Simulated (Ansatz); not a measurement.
**Na(100) with 4 thermally displaced layers, 2x2: scattering by thermal displacements**

Wanted: the phonon-limited resistivity of Na at 300 K by the Landauer route. The measured value for the pure metal at this temperature is 4.93 µΩ cm (CRC Handbook of Chemistry and Physics, 84th ed., 2003, Electrical Resistivity of Pure Metals).

Main program and level: Ansatz 0.2.0; Ansatz plane-wave DFT, PBE, PAW files; ballistic transport by layer matching (Landauer), zero bias; PAW set soft_1.

## 1. The structure

The cell holds 56 atoms: 56 Na. Its edges and angles: a = 8.581 Å, b = 8.581 Å, c = 30.034 Å, α = 90.0°, β = 90.0°, γ = 90.0°. It derives from Na. Regions: lead, 40 atoms (40 Na); scattering region, 16 atoms (16 Na). The structure is stacked along c, and the current runs across the ab planes.

## 2. With 4 displaced layers

Each atom of 4 layers is moved at random, by amounts drawn from a normal law 0.2769 Å wide in each direction from the Debye model (158 K) at 300 K. The layers about the cell's end stay perfect and serve as the lead. Disorder leaves little or no symmetry, which makes such runs dear. Energies from -0.05 to 0.05 eV in steps of 0.05 eV are too few for the program's thermal sum, so it prints no conductance; for a metal the transmission near the Fermi level serves, at a fraction of the cost.

input.yaml reads:

```yaml
crystal:
  lattice:
    - [8.5812, 0.0, 0.0]
    - [0.0, 8.5812, 0.0]
    - [0.0, 0.0, 30.0342]
  atoms:
    - { symbol: Na, position: [0.0, 0.0, 0.0357142857] }
    - { symbol: Na, position: [0.0, 0.5, 0.0357142857] }
    - { symbol: Na, position: [0.5, 0.0, 0.0357142857] }
    - { symbol: Na, position: [0.5, 0.5, 0.0357142857] }
    - { symbol: Na, position: [0.25, 0.25, 0.1071428571] }
    - { symbol: Na, position: [0.25, 0.75, 0.1071428571] }
    - { symbol: Na, position: [0.75, 0.25, 0.1071428571] }
    - { symbol: Na, position: [0.75, 0.75, 0.1071428571] }
    - { symbol: Na, position: [0.0, 0.0, 0.1785714286] }
    - { symbol: Na, position: [0.0, 0.5, 0.1785714286] }
    - { symbol: Na, position: [0.5, 0.0, 0.1785714286] }
    - { symbol: Na, position: [0.5, 0.5, 0.1785714286] }
    - { symbol: Na, position: [0.25, 0.25, 0.25] }
    - { symbol: Na, position: [0.25, 0.75, 0.25] }
    - { symbol: Na, position: [0.75, 0.25, 0.25] }
    - { symbol: Na, position: [0.75, 0.75, 0.25] }
    - { symbol: Na, position: [0.0, 0.0, 0.3214285714] }
    - { symbol: Na, position: [0.0, 0.5, 0.3214285714] }
    - { symbol: Na, position: [0.5, 0.0, 0.3214285714] }
    - { symbol: Na, position: [0.5, 0.5, 0.3214285714] }
    - { symbol: Na, position: [0.2497797397, 0.2837529344, 0.3996933507] }
    - { symbol: Na, position: [0.2733578496, 0.8022284549, 0.3817439084] }
    - { symbol: Na, position: [0.7297718085, 0.207389911, 0.3918638445] }
    - { symbol: Na, position: [0.7822242702, 0.7492918699, 0.3974283296] }
    - { symbol: Na, position: [0.9383506544, 0.0047449018, 0.4559252108] }
    - { symbol: Na, position: [0.057281447, 0.5286134404, 0.4730371324] }
    - { symbol: Na, position: [0.4981333582, 0.0197734864, 0.4703503638] }
    - { symbol: Na, position: [0.4888881373, 0.4839527091, 0.4632277007] }
    - { symbol: Na, position: [0.2304655996, 0.230824138, 0.5331020376] }
    - { symbol: Na, position: [0.226498214, 0.7747249222, 0.521001033] }
    - { symbol: Na, position: [0.7765715402, 0.2298166234, 0.5306816303] }
    - { symbol: Na, position: [0.7064160519, 0.7453461492, 0.5334312598] }
    - { symbol: Na, position: [0.0061771615, 0.9827782208, 0.6080071327] }
    - { symbol: Na, position: [0.0587108284, 0.5131960315, 0.6018543923] }
    - { symbol: Na, position: [0.5307512804, 0.9958443396, 0.6126173888] }
    - { symbol: Na, position: [0.519769781, 0.4873825932, 0.5893488273] }
    - { symbol: Na, position: [0.25, 0.25, 0.6785714286] }
    - { symbol: Na, position: [0.25, 0.75, 0.6785714286] }
    - { symbol: Na, position: [0.75, 0.25, 0.6785714286] }
    - { symbol: Na, position: [0.75, 0.75, 0.6785714286] }
    - { symbol: Na, position: [0.0, 0.0, 0.75] }
    - { symbol: Na, position: [0.0, 0.5, 0.75] }
    - { symbol: Na, position: [0.5, 0.0, 0.75] }
    - { symbol: Na, position: [0.5, 0.5, 0.75] }
    - { symbol: Na, position: [0.25, 0.25, 0.8214285714] }
    - { symbol: Na, position: [0.25, 0.75, 0.8214285714] }
    - { symbol: Na, position: [0.75, 0.25, 0.8214285714] }
    - { symbol: Na, position: [0.75, 0.75, 0.8214285714] }
    - { symbol: Na, position: [0.0, 0.0, 0.8928571429] }
    - { symbol: Na, position: [0.0, 0.5, 0.8928571429] }
    - { symbol: Na, position: [0.5, 0.0, 0.8928571429] }
    - { symbol: Na, position: [0.5, 0.5, 0.8928571429] }
    - { symbol: Na, position: [0.25, 0.25, 0.9642857143] }
    - { symbol: Na, position: [0.25, 0.75, 0.9642857143] }
    - { symbol: Na, position: [0.75, 0.25, 0.9642857143] }
    - { symbol: Na, position: [0.75, 0.75, 0.9642857143] }
kpoints:
  mp_grid: { grid: [3, 3, 1] }
hamiltonian:
  xc: pbe
  pseudopotentials: { kind: paw, azcp: { folder: soft_1 } }
scf:
  occupations: { method: fermi_dirac, width: 0.1 }
output:
  transmission: { leads: [[0, 4]], kmesh: [6, 6], e_range: [-0.05, 0.05], de: 0.05 }
  write_potential: true
  write_density: true
  volumetric_format: npy
  elf: true
```

Command:

```
ansatz run input.yaml --threads 4 --pin off --max-ram 15360MiB --backend cpu --events-out ev --progress --plain --runs-dir out
```

Numbers of over 12 decimals in the logs are rounded to 6 here.

Output:

```text
Engine: ansatz 0.2.0, aarch64-unknown-linux-gnu
Pseudopotentials: kind: paw
Pseudopotential: Na, paw, valence charge 9, recommended cutoff 420 eV (normal), soft_1/Na.paw.azcp
Functional definition: PBE
  parameter kappa = 0.804
  parameter beta = 0.066725
  exchange = pbe_x(kappa = kappa, mu = beta*pi^2/3)
  correlation = pbe_c(beta = beta)
Crystal: 56 atoms, lattice volume = 2211.628 Å³
Basis set: ecut = 420 eV, 43261 PW (Γ)
Bands: 308, of which v1, the nominal top of the filled ones, is band 252 counted from 1 (251 counted from 0)
Symmetry: 1 space group operations
Space group: P1 (ITA 1), of the structure as read, at distance tolerance 1.3e-4 Å
k-points: 5 of 9 (time reversal used)
Non-local potential: Na, projectors of the file, l = 0: 3, l = 1: 2, l = 2: 1
PAW form: soft (Blöchl's): semilocal exchange-correlation on the pseudo side does not see the compensation charge
PAW one-centre angular grid: Na, 110 points (default); XC on 64 Gauss nodes
Initial density: superposition of atomic densities (chi_scale 0.1, normalization cell)
Initial wavefunctions: pseudopotential atomic-orbital guess
Functional: x = pbe(κ = 0.804, μ = 0.219515), c = pbe(β = 0.066725)
SCF iter   1: F=—  HF=-83239.122847 eV  |F-HF|=—  |Δ(HF+E_count)|=         —  Δρ=4.34e-3  dr2=9.46e-1  ethr=3.10e-3  ⟨swp⟩=6.2  Hψ=6096  notcnv=0
preconditioner: auto → Kerker (q_TF=auto, 2.132 Å⁻¹)  [metal: Δε(μ)=0.010 eV  Ē_g=3.008 eV  σ=0.100 eV  W_gap=0.03  n_scr=348 (ndim 8)  ℏωp=5.9 eV  f_vac=0.000  D(μ)=26.01/eV (n_scr^D=100)]
SCF iter   2: F=—  HF=-83239.039991 eV  |F-HF|=—  |Δ(HF+E_count)|=   8.29e-2  Δρ=2.78e-3  dr2=4.95e-1  ethr=1.88e-4  ⟨swp⟩=1.8  Hψ=1838  notcnv=0  defer=9
SCF iter   3: F=—  HF=-83238.982032 eV  |F-HF|=—  |Δ(HF+E_count)|=   5.80e-2  Δρ=9.46e-4  dr2=4.51e-2  ethr=9.82e-5  ⟨swp⟩=1.0  Hψ=1528  notcnv=0  defer=9
SCF iter   4: F=—  HF=-83238.973158 eV  |F-HF|=—  |Δ(HF+E_count)|=   8.87e-3  Δρ=1.69e-4  dr2=2.04e-3  ethr=8.95e-6  ⟨swp⟩=2.0  Hψ=2513  notcnv=0  defer=9
SCF iter   5: F=—  HF=-83238.973316 eV  |F-HF|=—  |Δ(HF+E_count)|=   1.57e-4  Δρ=4.31e-5  dr2=4.55e-4  ethr=4.04e-7  ⟨swp⟩=2.0  Hψ=1630  notcnv=0  defer=9
SCF iter   6: F=—  HF=-83238.973292 eV  |F-HF|=—  |Δ(HF+E_count)|=   2.34e-5  Δρ=2.66e-5  dr2=3.37e-5  ethr=9.02e-8  ⟨swp⟩=2.0  Hψ=1716  notcnv=0  defer=9
SCF iter   7: F=—  HF=-83238.973377 eV  |F-HF|=—  |Δ(HF+E_count)|=   8.51e-5  Δρ=6.77e-6  dr2=1.98e-6  ethr=6.68e-9  ⟨swp⟩=2.2  Hψ=2032  notcnv=0  defer=12
SCF iter   8: F=—  HF=-83238.973377 eV  |F-HF|=—  |Δ(HF+E_count)|=   1.04e-7  Δρ=4.12e-6  dr2=4.16e-7  ethr=3.92e-10  ⟨swp⟩=2.0  Hψ=2793  notcnv=0  defer=12
SCF iter   9: F=—  HF=-83238.973377 eV  |F-HF|=—  |Δ(HF+E_count)|=   8.32e-8  Δρ=9.81e-7  dr2=1.18e-7  ethr=1.98e-11  ⟨swp⟩=11.4  Hψ=7355  notcnv=0
SCF iter  10: F=-83238.973377 eV  HF=-83238.973377 eV  |F-HF|=5.27e-9  |Δ(HF+E_count)|=   9.58e-9  Δρ=2.73e-7  dr2=1.01e-8  ethr=1.98e-11  ⟨swp⟩=2.0  Hψ=2825  notcnv=0
SCF 1 converged in 10 iterations: F = -83238.973377 eV  dr2 = 1.01e-8
  greatest PAW one-centre occupation: 0.999 electrons in one spin orbital (limit 2), on the Na atom at site 35 (counted from 0), in its partial waves of l = 0
transmission: 98 of 980 steps passed
transmission: 196 of 980 steps passed
[...]
transmission: 980 of 980 steps passed
SCF converged after 10 iterations
Free energy (F): -83238.973377 eV
Harris-Foulkes:  -83238.973377 eV  (|F-HF|=5.27e-9)
Internal energy: -83238.131813 eV  (E = F + TS)
E sigma→0 (E₀):  -83238.552595 eV
Entropy (-TS):   -0.841564 eV (-15.028 meV/atom)
Fermi energy:    1.386105 eV
--- Per-component energies (eV) ---
  E_band       = -13690.014297
  E_kinetic    = 6317.245015
  E_local      = -90771.185520  (includes V_loc(G=0)·N_el)
  E_nonlocal   = 15576.116192
  E_hartree    = 31671.208669
  E_xc         = -2029.138336
  E_vxc        = -2607.614791  (∫ρ·V_xc dr)
  E_paw        = -16433.568762  (= ΣΔE_a)
  E_vpaw       = -5546.989118  (= ΣTr[D̂ρ^β])
  E_aug_tail   = 0.000906  (compensation charges beyond the density's cutoff)
  E_ewald      = -27568.809978
  E_smearing   = -0.841564  (= −TS)
  E_closure    = -0.000000  (closes the sum)
  Σ components = -83238.973377   (vs F -83238.973377, Δ=0.00e0)
--- Band table (eV; the first three rows and the last of 5) ---
  k-point 0: bands = [... 248 lower, 0.9863, 1.0057, 1.0284, 1.0530, 1.0761, 1.7433, 1.7590, 1.7814, ... 52 higher]
  k-point 1: bands = [... 248 lower, 1.2236, 1.2350, 1.2452, 1.2610, 1.3720, 1.3963, 1.4073, 1.4318, ... 52 higher]
  k-point 2: bands = [... 248 lower, 1.2318, 1.2445, 1.2478, 1.2538, 1.3813, 1.3917, 1.4095, 1.4134, ... 52 higher]
  k-point 4: bands = [... 248 lower, 0.9430, 0.9832, 1.4000, 1.4027, 1.5826, 1.6036, 2.0142, 2.0266, ... 52 higher]
--- Transmission ---
  basis      : 657 plane waves across, 49 finite elements along
  points     : 20, standing for a mesh of 6 x 6
  energies   : 3 from -0.050000 to 0.050000 eV about the Fermi level, 0.050000 eV apart; the leads are filled to 0.000000 eV, and channels, transmission and decay are at 0.000000 eV
  crystal 0  : Na4, at the sites [0, 4], period 2.1453 Å, over 21.45 Å; its Hamiltonian steps by up to 2.7 meV
    offset         : up to 0.0000 Å between an atom of the period and one for which it stands
    channels       : 4.916667e0 a spin
    conductance    : none, the energies end too early or step too widely for 300 K: set another output.transmission.e_range or a lower de, or, where they end at an eighth of basis.ecutwfc, a higher one
  junction   : crystal 0 to crystal 0, 0.70 to 28.59 Å
    transmission   : 4.737667e0 a spin
    conductance    : none, the energies end too early or step too widely for 300 K: set another output.transmission.e_range or a lower de, or, where they end at an eighth of basis.ecutwfc, a higher one
```

It took 38 min on 4 threads of Arm Neoverse V1, shared host; peak memory 10 GiB.

In the SCF lines HF is the Harris–Foulkes energy and dr2 the Hartree energy of the density residual, in eV; the loop may stop once dr2 is under the threshold and the program's other checks hold. Hψ counts applications of the Hamiltonian.

Numbers from this step:

```yaml
free_energy: -83238.9734 eV
energy_at_zero_smearing: -83238.5526 eV
fermi_energy: 1.386 eV
cell_area: 73.64 Å²
transmission_per_spin_nearest_the_fermi_level: 4.738
open_channels_per_spin_nearest_the_fermi_level: 4.917
step_of_the_lead_s_potential: 2.7 meV
```

Per spin. Transmission, zone mean against energy, zero at the Fermi level:

| energy (eV) | transmission, zone mean |
| --- | --- |
| -0.0500 | 4.70 |
| 0.0000 | 4.74 |
| 0.0500 | 4.76 |

Per spin. The open channels, zone mean, lead stays at 4.92 for energy from -0.05 to 0.05 eV.

Transmission over k1 and k2. At 0.0000 eV from the Fermi level.

Ten even steps from '_' (3.96) to '@' (5.73):
```
____==%%==__
__==@@==@@==
@@@@==++==@@
__==@@==@@==
____==%%==__
______@@____
```
Columns: k1 (b1) from -0.5 to 0.333; rows upwards: k2 (b2) from -0.5 to 0.333.

Open channels over k1 and k2. At 0.0000 eV from the Fermi level.

Values, 6 rows by 6 columns:
```
4.00 4.00 5.00 6.00 5.00 4.00
4.00 5.00 6.00 5.00 6.00 5.00
6.00 6.00 5.00 5.00 5.00 6.00
4.00 5.00 6.00 5.00 6.00 5.00
4.00 4.00 5.00 6.00 5.00 4.00
4.00 4.00 4.00 6.00 4.00 4.00
```
Columns: k1 (b1) from -0.5 to 0.333; rows upwards: k2 (b2) from -0.5 to 0.333.

ELF in the ca plane at fractional y = 0.000, with atoms of Na within 0.2 Å of it. It is the smooth field of the valence electrons, not physical close to the nuclei.

Ten even steps from '0' (0.03) to '9' (0.66), each cell a mean:
```
57620386760168402867710477610487840167500676
67740047620389502856710477630046400377620267
78762000001699710687501577752000002677741000
88876311136899940022004777776321246888775211
87787765678999984100147877777766788888777655
87788777788888999766789887778777789988887777
87787765677877899988889888887532247898887655
88876310125777888632235888874100002689875210
78762000001577775100001478851025510279851000
67740057620267761026630158740177760168720267
47620386760157740177781047730385581058610676
47620484670057740176682037730277760058600764
57630278740167740058860047740025520268610488
67751013200478762003310268763000001578730023
77774100013777775100002688775311125788863000
77777644467766666543357888776655567788877533
77778888888655666666788887777766777877888777
77778888888765666667788877777766677888888777
77777543457776666666778878886422246888876433
77774100003677665434567888873000003688863000
67751013200377752000136788740034300478730023
57730278840167620010003678620388830267610488
47620484670068500477301577610575760167501764
```
Columns run along c (16.0 Å, from fractional 0.23 to 0.77 of the cell), rows up along a (8.6 Å). Atoms in or near the plane, at fractional coordinates: Na at (0.32, 0.00), Na at (0.32, 0.50), Na at (0.46, 0.94), Na at (0.47, 0.50), Na at (0.61, 0.01), Na at (0.61, 0.53), Na at (0.75, 0.00), Na at (0.75, 0.50).

Electrostatic potential energy in the ca plane at fractional y = 0.000, with atoms of Na within 0.2 Å of it. With pseudopotentials it is smooth inside the atoms' cores, unlike the true potential.

Ten even steps from '0' (-65 eV) to '9' (4 eV), each cell a mean:
```
99999830169999998300599999999830389999999610
99999976789999998300489999999987899999999876
99999999999999999634799999999999999999999999
99999999999999999988999999999999999999999999
99999999999999999999999999999999999999999999
99999999999999999999999999999999999999999999
99999999999999999999999999999999999999999999
99999999999999999999999999999999999999999999
99999999999999999999999999999987789999999999
99999975689999999986689999999851169999999865
99999830169999999961058999999830048999999610
99999820059999999850038999999851169999999600
99999852379999999973369999999987789999999742
99999988899999999998899999999999999999999988
99999999999999999999999999999999999999999999
99999999999999999999999999999999999999999999
99999999999999999999999999999999999999999999
99999999999999999999999999999999999999999999
99999999999999999999999999999999999999999999
99999999999999999999999999999999999999999999
99999988899999999999999999999987899999999988
99999852379999999999999999999841489999999742
99999820059999999856899999999710079999999500
```
Columns run along c (16.0 Å, from fractional 0.23 to 0.77 of the cell; values clipped at the 3rd and 97th percentile), rows up along a (8.6 Å). Atoms in or near the plane, at fractional coordinates: Na at (0.32, 0.00), Na at (0.32, 0.50), Na at (0.46, 0.94), Na at (0.47, 0.50), Na at (0.61, 0.01), Na at (0.61, 0.53), Na at (0.75, 0.00), Na at (0.75, 0.50).

Valence density in the ca plane at fractional y = 0.000, with atoms of Na within 0.2 Å of it. It is the smooth field of the valence electrons, not physical close to the nuclei.

Ten steps, logarithmic in the rise over the least value, from '0' (0 e/Å³) to '9' (20 e/Å³), each cell a mean:
```
00000168840000001698500000000268620000000479
00000024310000001699510000000023200000000134
00000000000000000466300000000000000000000000
00000000000000000011000000000000000000000000
00000000000000000000000000000000000000000000
00000000000000000000000000000000000000000000
00000000000000000000000000000000000000000000
00000000000000000000000000000000000000000000
00000000000000000000000000000012210000000000
00000024410000000013420000000158730000000135
00000169840000000048851000000169951000000489
00000279840000000158961000000158840000000489
00000157620000000036640000000013310000000267
00000012100000000001100000000000000000000012
00000000000000000000000000000000000000000000
00000000000000000000000000000000000000000000
00000000000000000000000000000000000000000000
00000000000000000000000000000000000000000000
00000000000000000000000000000000000000000000
00000000000000000000000000000000000000000000
00000012100000000000000000000012100000000012
00000157620000000000000000000267610000000267
00000279950000000244100000000389830000000489
```
Columns run along c (16.0 Å, from fractional 0.23 to 0.77 of the cell), rows up along a (8.6 Å). Atoms in or near the plane, at fractional coordinates: Na at (0.32, 0.00), Na at (0.32, 0.50), Na at (0.46, 0.94), Na at (0.47, 0.50), Na at (0.61, 0.01), Na at (0.61, 0.53), Na at (0.75, 0.00), Na at (0.75, 0.50).

Over the solved energies the transmission per spin lies between 4.70 and 4.76, out of 4.92 channels of the lead on average (up to 4.92).

(Continued in part 2 of 2.)

[Logs are printed without paths, hosts, clocks, repeated set-up lines and the standing remarks that a program may print on its own settings, such as how far it seeks lower states.]

[Hosts, paths, dates, database ids (printed as entryN), source tags and the programs' standing remarks are cut or masked in the printed files.]
